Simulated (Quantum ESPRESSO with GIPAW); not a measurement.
# Si3N4: NMR parameters from first principles

Wanted: NMR shieldings for each site of Si3N4.

Method: DFT, PBEsol, plane-wave PAW (pslibrary 1.0.0 recipes), scalar-relativistic, GIPAW; a patched development version of the program, in Quantum ESPRESSO with GIPAW 8.0dev (patched build).

## (1) The structure

It takes space group Fd-3m (No. 227, cubic). The conventional cell has a = 7.676 Å, b = 7.676 Å, c = 7.676 Å, α = 90.00°, β = 90.00°, γ = 90.00°. Nearest to Si lie 4 N at 1.76 Å. Nearest to Si lie 6 N at 1.86 Å. Nearest to N lie 4 Si at 1.76 to 1.86 Å. Farther neighbours and most contacts between anions are not listed.

Structure file:

```cif
data_structure
_symmetry_space_group_name_H-M 'P 1'
_symmetry_Int_Tables_number 1
_cell_length_a 5.4281
_cell_length_b 5.4281
_cell_length_c 5.4281
_cell_angle_alpha 60.000
_cell_angle_beta 60.000
_cell_angle_gamma 60.000
_cell_volume 113.09
loop_
_atom_site_label
_atom_site_type_symbol
_atom_site_fract_x
_atom_site_fract_y
_atom_site_fract_z
_atom_site_occupancy
Si1 Si 0.75000 0.75000 0.75000 1
Si2 Si 0.50000 0.50000 0.50000 1
Si3 Si 0.12500 0.62500 0.12500 1
Si4 Si 0.12500 0.12500 0.62500 1
Si5 Si 0.62500 0.12500 0.12500 1
Si6 Si 0.12500 0.12500 0.12500 1
N7 N 0.36771 0.36771 0.89688 1
N8 N 0.88229 0.35312 0.88229 1
N9 N 0.36771 0.36771 0.36771 1
N10 N 0.35312 0.88229 0.88229 1
N11 N 0.36771 0.89688 0.36771 1
N12 N 0.88229 0.88229 0.35312 1
N13 N 0.89688 0.36771 0.36771 1
N14 N 0.88229 0.88229 0.88229 1
```

The cell is an entry of the Crystallography Open Database; it need not be the form that is stable at ambient conditions.

A relaxation of the atoms beforehand (Quantum ESPRESSO with GIPAW) moved none by more than 0.003 Å.

## (2) Ground state

First the ground state. The response equations take the occupied wavefunctions as exact, so conv_thr is set much tighter than for an energy. No empty states are asked for: the response is solved without them. The mesh has a spacing of 0.29 Å⁻¹ at most. The PAW files were made with ld1.x from the pslibrary 1.0.0 recipes, with GIPAW reconstruction switched on.

scf.in

```
&control
  calculation = 'scf'
  prefix = 'x'
  outdir = './tmp/'
  pseudo_dir = './'
/
&system
  ibrav = 0
  nat = 14
  ntyp = 2
  ecutwfc = 55
  ecutrho = 340
  nbnd = 32
/
&electrons
  conv_thr = 1.0d-10
  mixing_beta = 0.7
  electron_maxstep = 100
/
ATOMIC_SPECIES
  Si 28.085 Si.pbesol-n-kjpaw_psl.1.0.0-gipaw.UPF
  N 14.007 N.pbesol-n-kjpaw_psl.1.0.0-gipaw.UPF
CELL_PARAMETERS angstrom
  0.00000000 3.83825000 3.83825000
  3.83825000 0.00000000 3.83825000
  3.83825000 3.83825000 0.00000000
ATOMIC_POSITIONS crystal
  Si 0.75000000 0.75000000 0.75000000
  Si 0.50000000 0.50000000 0.50000000
  Si 0.12500000 0.62500000 0.12500000
  Si 0.12500000 0.12500000 0.62500000
  Si 0.62500000 0.12500000 0.12500000
  Si 0.12500000 0.12500000 0.12500000
  N 0.36770598 0.36770598 0.89688205
  N 0.88229402 0.35311795 0.88229402
  N 0.36770598 0.36770598 0.36770598
  N 0.35311795 0.88229402 0.88229402
  N 0.36770598 0.89688205 0.36770598
  N 0.88229402 0.88229402 0.35311795
  N 0.89688205 0.36770598 0.36770598
  N 0.88229402 0.88229402 0.88229402
K_POINTS automatic
  5 5 5 0 0 0
```

Launch:

```
$ mpirun -np 4 pw.x -nk 4 -in scf.in > scf.out
```

Log:

```text
[...]
as large as its charge; the limit is 4.5
     Functions over the limit replaced by smooth ones with the moment of the charge, as mend_augmentation asks: 2
     This moves results (see INPUT_PW). Waves and levels in the save fit builds from 8.0dev_s219 on
     using ibrav=0 with symmetry is DISCOURAGED, use correct ibrav instead

     bravais-lattice index     =            0
     lattice parameter (alat)  =      10.2576  a.u.
     unit-cell volume          =     763.1789 (a.u.)^3
     number of atoms/cell      =           14
     number of atomic types    =            2
     number of electrons       =        64.00
     number of Kohn-Sham states=           32
     kinetic-energy cutoff     =      55.0000  Ry
     charge density cutoff     =     340.0000  Ry
     scf convergence threshold =      1.0E-10
     mixing beta               =       0.7000
     number of iterations used =            8  plain     mixing
     Exchange-correlation= SLA-PW-PSX-PSC
                           (   1   4  10   8   0   0   0)
[...]
Si                4.00    28.08500     Si( 1.00)
     N                 5.00    14.00700     N ( 1.00)

     48 Sym. Ops., with inversion, found (24 have fractional translation)
[...]
number of k points=    10
[...]
Dense  grid:    81043 G-vectors     FFT dimensions: (  64,  64,  64)

     Smooth grid:    42087 G-vectors     FFT dimensions: (  60,  60,  60)

     Check: negative core charge=   -0.000004

     Initial potential from superposition of free atoms

     starting charge      63.9967, renormalised to      64.0000
     Starting wfcs are   56 randomized atomic wfcs

     Self-consistent Calculation

     iteration #  1     ecut=    55.00 Ry     beta= 0.70
     Davidson diagonalization with overlap
     ethr =  1.00E-02,  avg # of iterations =  2.0

     total energy              =    -496.17206115 Ry
     estimated scf accuracy    <       3.08016521 Ry

     iteration #  2     ecut=    55.00 Ry     beta= 0.70
     Davidson diagonalization with overlap
     ethr =  4.81E-03,  avg # of iterations =  2.0

     total energy              =    -497.20670571 Ry
     estimated scf accuracy    <       1.30428559 Ry

     iteration #  3     ecut=    55.00 Ry     beta= 0.70
     Davidson diagonalization with overlap
     ethr =  2.04E-03,  avg # of iterations =  2.0

     total energy              =    -497.38285293 Ry
     estimated scf accuracy    <       0.02716863 Ry

[...]
total energy              =    -497.39769973 Ry
[...]
iteration # 13     ecut=    55.00 Ry     beta= 0.70
     Davidson diagonalization with overlap
     ethr =  3.60E-12,  avg # of iterations =  2.6

     total energy              =    -497.39769973 Ry
     estimated scf accuracy    <          1.3E-10 Ry

     iteration # 14     ecut=    55.00 Ry     beta= 0.70
     Davidson diagonalization with overlap
     ethr =  2.06E-13,  avg # of iterations =  3.6

     End of self-consistent calculation
     [one-electron energies left out]

!    total energy              =    -497.39769973 Ry
     total all-electron energy =     -4348.203505 Ry
     estimated scf accuracy    <          4.7E-11 Ry

     The total energy is the sum of the following terms:
     one-electron contribution =      32.53090869 Ry
     hartree contribution      =      34.97482295 Ry
     xc contribution           =     -84.78758236 Ry
     ewald contribution        =    -211.87843268 Ry
     one-center paw contrib.   =    -268.23741633 Ry

     convergence has been achieved in  14 iterations
[...]
JOB DONE.
```

Wall time 43 s (4 MPI ranks of Arm Neoverse V1, shared host); peak memory 0.73 GiB; 2.9 min of CPU time.

It converged in 14 cycles to an estimated accuracy of 5e-11 Ry, on 10 irreducible k-points.

## (3) GIPAW: job nmr

The job finds the current that a weak uniform field induces (applied as a long wave, q_gipaw) and the field that this current makes at each nucleus. On atoms with p or d valence electrons much of the paramagnetic part arises close to the nucleus, where the PAW partial waves rebuild the true states. pawproj makes the reconstruction use the PAW data sets' own projectors.

nmr.in

```
&inputgipaw
  job = 'nmr'
  prefix = 'x'
  tmp_dir = './tmp/'
  restart_mode = 'from_scratch'
  verbosity = 'low'
  q_gipaw = 0.01
  spline_ps = .true.
  conv_threshold = 1.0d-11
  use_nmr_macroscopic_shape = .false.
  pawproj(1) = .true.
  pawproj(2) = .true.
/
```

Launch:

```
$ mpirun -np 4 gipaw.x -in nmr.in > nmr.out
```

Log:

```text
[banner, memory and clock lines left out]
[a note of our patched build left out]

     Parallelizing q-star over 1 images

     IMPORTANT: XC functional enforced from input :
     Exchange-correlation= PBESOL
                           (   1   4  10   8   0   0   0)
     Any further DFT definition will be discarded
     Please, verify this is what you really want

     In N.pbesol-n-kjpaw_psl.1.0.0-gipaw.UPF the largest augmentation function (projectors 1 and 4, L = 1) is 9.4 times
     as large as its charge; the limit is 4.5
     Functions over the limit replaced by smooth ones with the moment of the charge, as in the saved run: 2

     Check: negative core charge=   -0.000004
[...]
alpha_pv=     38.4310 eV

     spline_ps is .false., expect some extrapolation errors

     q-space interpolation up to    66.00 Rydberg

     GIPAW job: nmr
     NMR macroscopic correction: no
[...]
Computing the magnetic susceptibility     isolve=0    ethr=  0.1000E-10
     Starting from scratch
     k-point #    1 of    10      pool #  1    cpu time:       1.4
[...]
End of magnetic susceptibility calculation

     f-sum rule (1st term):
           -63.1558          0.0000          0.0000
             0.0000        -63.1558          0.0000
             0.0000          0.0000        -63.1558

     f-sum rule (2nd term):
            -1.0350         -0.0000         -0.0000
            -0.0000         -1.0350         -0.0000
            -0.0000         -0.0000         -1.0350

     f-sum rule (should be   -64.1715):
           -64.1908          0.0000          0.0000
             0.0000        -64.1908          0.0000
             0.0000          0.0000        -64.1908

[... susceptibilities left out ...]
     Contributions to the NMR chemical shifts: -------------------------------

     Macroscopic shape contribution in ppm:                    0.00
             0.0000          0.0000          0.0000
             0.0000          0.0000          0.0000
             0.0000          0.0000          0.0000

     Core contribution in ppm:

     Atom  1  Si  pos: (  1.060660  1.060660  1.060660)  core sigma:         836.91
     Atom  2  Si  pos: (  0.707107  0.707107  0.707107)  core sigma:         836.91
     Atom  3  Si  pos: (  0.530330  0.176777  0.530330)  core sigma:         836.91
     Atom  4  Si  pos: (  0.530330  0.530330  0.176777)  core sigma:         836.91
     Atom  5  Si  pos: (  0.176777  0.530330  0.530330)  core sigma:         836.91
     Atom  6  Si  pos: (  0.176777  0.176777  0.176777)  core sigma:         836.91
     Atom  7  N   pos: (  0.894199  0.894199  0.520015)  core sigma:         235.22
     Atom  8  N   pos: (  0.873568  1.247752  0.873568)  core sigma:         235.22
     Atom  9  N   pos: (  0.520015  0.520015  0.520015)  core sigma:         235.22
     Atom 10  N   pos: (  1.247752  0.873568  0.873568)  core sigma:         235.22
     Atom 11  N   pos: (  0.894199  0.520015  0.894199)  core sigma:         235.22
     Atom 12  N   pos: (  0.873568  0.873568  1.247752)  core sigma:         235.22
     Atom 13  N   pos: (  0.520015  0.894199  0.894199)  core sigma:         235.22
     Atom 14  N   pos: (  1.247752  1.247752  1.247752)  core sigma:         235.22

     Bare contribution in ppm:

     Atom  1  Si  pos: (  1.060660  1.060660  1.060660)  bare sigma:         -30.60
[...]
Atom  2  Si  pos: (  0.707107  0.707107  0.707107)  bare sigma:         -30.60
[...]
Atom  3  Si  pos: (  0.530330  0.176777  0.530330)  bare sigma:         -26.99
[...]
Atom  4  Si  pos: (  0.530330  0.530330  0.176777)  bare sigma:         -26.99
[...]
Atom  5  Si  pos: (  0.176777  0.530330  0.530330)  bare sigma:         -26.99
[...]
Atom  6  Si  pos: (  0.176777  0.176777  0.176777)  bare sigma:         -26.99
[...]
Atom  7  N   pos: (  0.894199  0.894199  0.520015)  bare sigma:          -0.04
[...]
Atom  8  N   pos: (  0.873568  1.247752  0.873568)  bare sigma:          -0.04
[...]
Atom  9  N   pos: (  0.520015  0.520015  0.520015)  bare sigma:          -0.04
[...]
Atom 10  N   pos: (  1.247752  0.873568  0.873568)  bare sigma:          -0.04
[...]
Atom 11  N   pos: (  0.894199  0.520015  0.894199)  bare sigma:          -0.04
[...]
Atom 12  N   pos: (  0.873568  0.873568  1.247752)  bare sigma:          -0.04
[...]
Atom 13  N   pos: (  0.520015  0.894199  0.894199)  bare sigma:          -0.04
[...]
Atom 14  N   pos: (  1.247752  1.247752  1.247752)  bare sigma:          -0.04
[...]
Diamagnetic contribution in ppm:

     Atom  1  Si  pos: (  1.060660  1.060660  1.060660)  dia sigma:           1.82
[...]
Atom  2  Si  pos: (  0.707107  0.707107  0.707107)  dia sigma:           1.82
[...]
Atom  3  Si  pos: (  0.530330  0.176777  0.530330)  dia sigma:           1.78
[...]
Atom  4  Si  pos: (  0.530330  0.530330  0.176777)  dia sigma:           1.78
[...]
Atom  7  N   pos: (  0.894199  0.894199  0.520015)  para sigma:         -85.67
[...]
Atom  8  N   pos: (  0.873568  1.247752  0.873568)  para sigma:         -85.67
[...]
Atom  9  N   pos: (  0.520015  0.520015  0.520015)  para sigma:         -85.67
[...]
Atom 10  N   pos: (  1.247752  0.873568  0.873568)  para sigma:         -85.67
[...]
Atom 11  N   pos: (  0.894199  0.520015  0.894199)  para sigma:         -85.67
[...]
Atom 12  N   pos: (  0.873568  0.873568  1.247752)  para sigma:         -85.67
[...]
Atom 13  N   pos: (  0.520015  0.894199  0.894199)  para sigma:         -85.67
[...]
Atom 14  N   pos: (  1.247752  1.247752  1.247752)  para sigma:         -85.67
[...]
Paramagnetic US occ-occ contribution in ppm:

     Atom  1  Si  pos: (  1.060660  1.060660  1.060660)  para_oo sigma:          -2.75
[...]
Atom  2  Si  pos: (  0.707107  0.707107  0.707107)  para_oo sigma:          -2.75
[...]
Atom  3  Si  pos: (  0.530330  0.176777  0.530330)  para_oo sigma:          -1.01
[...]
Atom  4  Si  pos: (  0.530330  0.530330  0.176777)  para_oo sigma:          -1.01
[...]
Atom  5  Si  pos: (  0.176777  0.530330  0.530330)  para_oo sigma:          -1.01
[...]
Atom  6  Si  pos: (  0.176777  0.176777  0.176777)  para_oo sigma:          -1.01
[...]
Atom  7  N   pos: (  0.894199  0.894199  0.520015)  para_oo sigma:          -0.72
[...]
Atom  8  N   pos: (  0.873568  1.247752  0.873568)  para_oo sigma:          -0.72
[...]
Atom  9  N   pos: (  0.520015  0.520015  0.520015)  para_oo sigma:          -0.72
[...]
Atom 10  N   pos: (  1.247752  0.873568  0.873568)  para_oo sigma:          -0.72
[...]
Atom 11  N   pos: (  0.894199  0.520015  0.894199)  para_oo sigma:          -0.72
[...]
Atom 12  N   pos: (  0.873568  0.873568  1.247752)  para_oo sigma:          -0.72
[...]
Atom 13  N   pos: (  0.520015  0.894199  0.894199)  para_oo sigma:          -0.72
[...]
Atom 14  N   pos: (  1.247752  1.247752  1.247752)  para_oo sigma:          -0.72
[...]
Paramagnetic US L_R Q_R contribution in ppm:

     Atom  1  Si  pos: (  1.060660  1.060660  1.060660)  para_lq sigma:          11.09
[...]
Atom  2  Si  pos: (  0.707107  0.707107  0.707107)  para_lq sigma:          11.09
[...]
Atom  3  Si  pos: (  0.530330  0.176777  0.530330)  para_lq sigma:          15.64
[...]
Atom  4  Si  pos: (  0.530330  0.530330  0.176777)  para_lq sigma:          15.64
[...]
Atom  5  Si  pos: (  0.176777  0.530330  0.530330)  para_lq sigma:          15.64
[...]
Atom  6  Si  pos: (  0.176777  0.176777  0.176777)  para_lq sigma:          15.64
[...]
Atom  7  N   pos: (  0.894199  0.894199  0.520015)  para_lq sigma:         -49.81
[...]
Atom  8  N   pos: (  0.873568  1.247752  0.873568)  para_lq sigma:         -49.81
[...]
Atom  9  N   pos: (  0.520015  0.520015  0.520015)  para_lq sigma:         -49.81
[...]
Atom 10  N   pos: (  1.247752  0.873568  0.873568)  para_lq sigma:         -49.81
[...]
Atom 11  N   pos: (  0.894199  0.520015  0.894199)  para_lq sigma:         -49.81
[...]
Atom 12  N   pos: (  0.873568  0.873568  1.247752)  para_lq sigma:         -49.81
[...]
Atom 13  N   pos: (  0.520015  0.894199  0.894199)  para_lq sigma:         -49.81
[...]
Atom 14  N   pos: (  1.247752  1.247752  1.247752)  para_lq sigma:         -49.81
[...]
Total NMR chemical shifts in ppm: ---------------------------------------
     (adopting the Simpson convention for anisotropy and asymmetry)-----------

     Atom  1  Si  pos: (  1.060660  1.060660  1.060660)  Total sigma:         381.15
           381.1485         -0.0000         -0.0000
            -0.0000        381.1485          0.0000
            -0.0000         -0.0000        381.1485

     Si      1    anisotropy:      0.00    eta:    0.0000
[...]
Atom  2  Si  pos: (  0.707107  0.707107  0.707107)  Total sigma:         381.15
[... its tensor is left out ...]
     Atom  3  Si  pos: (  0.530330  0.176777  0.530330)  Total sigma:         563.00
           562.9958         -1.7028          1.7028
            -1.7028        562.9958         -1.7028
             1.7028         -1.7028        562.9958

     Si      3    anisotropy:      5.11    eta:    0.0000
[...]
Atom  4  Si  pos: (  0.530330  0.530330  0.176777)  Total sigma:         563.00
[... its tensor is left out ...]
     Atom  5  Si  pos: (  0.176777  0.530330  0.530330)  Total sigma:         563.00
[... its tensor is left out ...]
     Atom  6  Si  pos: (  0.176777  0.176777  0.176777)  Total sigma:         563.00
[... its tensor is left out ...]
     Atom  7  N   pos: (  0.894199  0.894199  0.520015)  Total sigma:         106.10
           106.1049          5.2653         -5.2653
             5.2653        106.1049         -5.2653
            -5.2653         -5.2653        106.1049

     N       7    anisotropy:     15.80    eta:    0.0000
[...]
Atom  8  N   pos: (  0.873568  1.247752  0.873568)  Total sigma:         106.10
[... its tensor is left out ...]
     Atom  9  N   pos: (  0.520015  0.520015  0.520015)  Total sigma:         106.10
[... its tensor is left out ...]
     Atom 10  N   pos: (  1.247752  0.873568  0.873568)  Total sigma:         106.10
[... its tensor is left out ...]
     Atom 11  N   pos: (  0.894199  0.520015  0.894199)  Total sigma:         106.10
[... its tensor is left out ...]
     Atom 12  N   pos: (  0.873568  0.873568  1.247752)  Total sigma:         106.10
[... its tensor is left out ...]
     Atom 13  N   pos: (  0.520015  0.894199  0.894199)  Total sigma:         106.10
[... its tensor is left out ...]
     Atom 14  N   pos: (  1.247752  1.247752  1.247752)  Total sigma:         106.10
[... its tensor is left out ...]
```

The job ended after 6.6 min (4 MPI ranks; peak memory 0.46 GiB).

The f-sum rule is met to 0.019 of 64.2 (0.03 %). Converged shieldings require that this miss be small, but a small miss does not prove them. This build smooths some augmentation functions of the files as it reads them, which, it says, moves results; by how much was not measured here.

From the symmetric part of each tensor, with principal values σ11 ≤ σ22 ≤ σ33: σ_iso is their mean, the span is σ33 − σ11 and the skew 3(σ_iso − σ22)/span. (gipaw.x prints an anisotropy in another convention.)

```tsv
site	atom no.	atoms in cell	σ_iso (ppm)	span (ppm)	skew
Si(1)	1	2	381.1	0.0	-
Si(2)	3	4	563.0	5.1	1.00
N	7	8	106.1	15.8	1.00
```

The macroscopic shape term is switched off. For a spherical sample the valence susceptibility of this run would add about 9 ppm to every site, a rough estimate, since the susceptibility converges slowly and lacks part of the PAW terms. Differences within the crystal don't depend on it, but shieldings of different compounds can't be compared to better than a few ppm without it.

Si(1) sits on cubic site symmetry, where the tensor must be isotropic. An axis of order three or more runs through Si(2) and N, so two principal values coincide and the skew is ±1. In this run the largest span is that of N (site symmetry 3m), with principal values 100.8, 100.8 and 116.6 ppm.

How the isotropic values are made up (ppm). The core part is that of the free atom's core; bare is the current of the smooth valence states; the last two are what the PAW spheres add to the diamagnetic and the paramagnetic current:

```tsv
site	core	bare	reconstruction, dia	reconstruction, para
Si(1)	836.9	-30.6	1.8	-427.0
Si(2)	836.9	-27.0	1.8	-248.7
N	235.2	0.0	7.1	-136.2
```

## (4) NMR parameters by site

Covalently bonded atoms count as neighbours within 1.18 times the sum of their radii. Otherwise a cation's neighbours lie within 1.2 times its shortest bond (1.3 for large cations, each anion's radius taken off where they differ), and an anion's are the cations that count it.

```tsv
site	atom no.	atoms in cell	surroundings	bonds (Å)	σ_iso (ppm)
Si(1)	1	2	SiN4	1.759	381.1
Si(2)	3	4	SiN6	1.865	563.0
N	7	8	bound to Si4	1.76 to 1.86	106.1
```

By surroundings the Si shieldings are 4-coordinate: 381.1; 6-coordinate: 563.0 ppm.

Simulated spectrum: 29Si static powder, 9.4 T (79.6 MHz), lines broadened by 3.7 ppm; the axis counts ppm from the isotropic position of Si(2), as −Δσ; rigid lattice, with dipolar and J couplings left out.

(offset (ppm), intensity): (204.1, 0.00), (197.0, 0.00), (189.8, 0.01), (182.7, 0.60), (181.6, 0.69), (176.1, 0.02), (169.0, 0.00), (161.9, 0.00), (155.3, 0.00), (148.2, 0.00), (141.0, 0.00), (134.5, 0.00), (127.3, 0.00), (120.2, 0.00), (113.1, 0.00), (106.5, 0.00), (99.4, 0.00), (92.2, 0.00), (85.7, 0.00), (78.5, 0.00), (71.4, 0.00), (64.8, 0.00), (57.7, 0.00), (50.6, 0.00), (43.4, 0.00), (36.9, 0.00), (29.7, 0.00), (22.6, 0.00), (16.0, 0.00), (8.9, 0.01), (1.8, 0.84), (0.7, 1.00), (-4.8, 0.15), (-11.9, 0.01), (-19.1, 0.00), (-25.6, 0.00)

Most prominent maxima (ppm: height): 181.6: 0.69, 0.7: 1.00.

## (5) Outcome

```json
{
  "29Si shielding without shape term": "381.1, 563.0 ppm",
  "15N shielding without shape term": "106.1 ppm"
}
```

**Reading.** 29Si has 2 sites, in the ratio 1:2: Si(1) (SiN4) at a shielding of 381.1 and Si(2) (SiN6) at a shielding of 563.0 ppm, shape term left out. A shift needs a reference, δ = σ_ref − σ, fixed on measured compounds; for 29Si of this kind at this level too few were at hand, or they scattered too widely about a line, so none is given. No sound run at another cutoff or mesh is at hand, so convergence rests on the f-sum rule and on experience with these files. This build of gipaw.x prints that it is not audited and that its numbers are no references by themselves. It also reports spline_ps as false although the input sets it; why was not traced.

[Banner, clock, file and message-heading lines were taken out of the pw.x and gipaw.x logs.]

[Logs are printed without paths, hosts, clocks, repeated set-up lines and the standing remarks that a program may print on its own settings, such as how far it seeks lower states.]

[Hosts, paths, dates, database ids (printed as entryN), source tags and the programs' standing remarks are cut or masked in the printed files.]

[Where no reference line passes its bar on scatter, no shift is given, so a measured shift of this compound may stand uncompared.]
